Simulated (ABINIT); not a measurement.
An input for ABINIT 10.8.3 (SiC (F-43m)):

```
acell 3*1.0 Angstrom
rprim 
  -0.000000000000 2.179000000000 2.179000000000
  2.179000000000 -0.000000000000 2.179000000000
  2.179000000000 2.179000000000 -0.000000000000
ntypat 2
znucl 14 6
natom 2
typat 1 2
xred 
  0.000000000000 0.000000000000 0.000000000000
  0.250000000000 0.250000000000 0.250000000000
pp_dirpath "pseudos"
pseudos "Si.upf, C.upf"
ecut 37
ngkpt 10 10 10
nshiftk 1
shiftk 0.5 0.5 0.5
chksymbreak 0
ndtset 3
nband 4
occopt 1
istwfk *1
nstep 60
tolwfr1 1e-18
iscf2 -3
rfelfd2 2
kptopt2 2
getwfk2 1
tolwfr2 1e-18
rfelfd3 3
kptopt3 2
getwfk3 1
getddk3 2
tolvrs3 1e-08
rfdir 1 1 1
nqpt2 1
nqpt3 1
qpt 0 0 0
prtwf3 0
prtden 0
optforces1 0
optstress1 0
kptopt1 1
indata_prefix "in"
outdata_prefix "out"
tmpdata_prefix "tmp"
```

```sh
OMP_NUM_THREADS=1 mpirun -n 8 abinit run.abi > log
```

Q: How long will it take on 8 MPI ranks of Arm Neoverse V2, shared host, and how much memory?

It took 31 s; on shared hardware allow 15 s to 61 s. Peak host memory was 0.7 GiB.

[Paths, hosts, dates, memory and timing lines, banners, echoed tables and standing remarks are left out of the program output.]

[Logs are printed without paths, hosts, clocks, repeated set-up lines and the standing remarks that a program may print on its own settings, such as how far it seeks lower states.]

[Runs of the session that timed out or met a known fault of the program may be left out.]

[Hosts, paths, dates, database ids (printed as entryN), source tags and the programs' standing remarks are cut or masked in the printed files.]

[G0W0 gaps are taken among the corrected bands and points alone; a level outside them can change the order at an edge.]

[Where Ansatz stands beside ABINIT at settings called matched, ABINIT's density can come from a denser mesh and the files from another edition; pairs whose starting gaps differed by over 0.03 eV were left out, so agreement reads better than it is.]
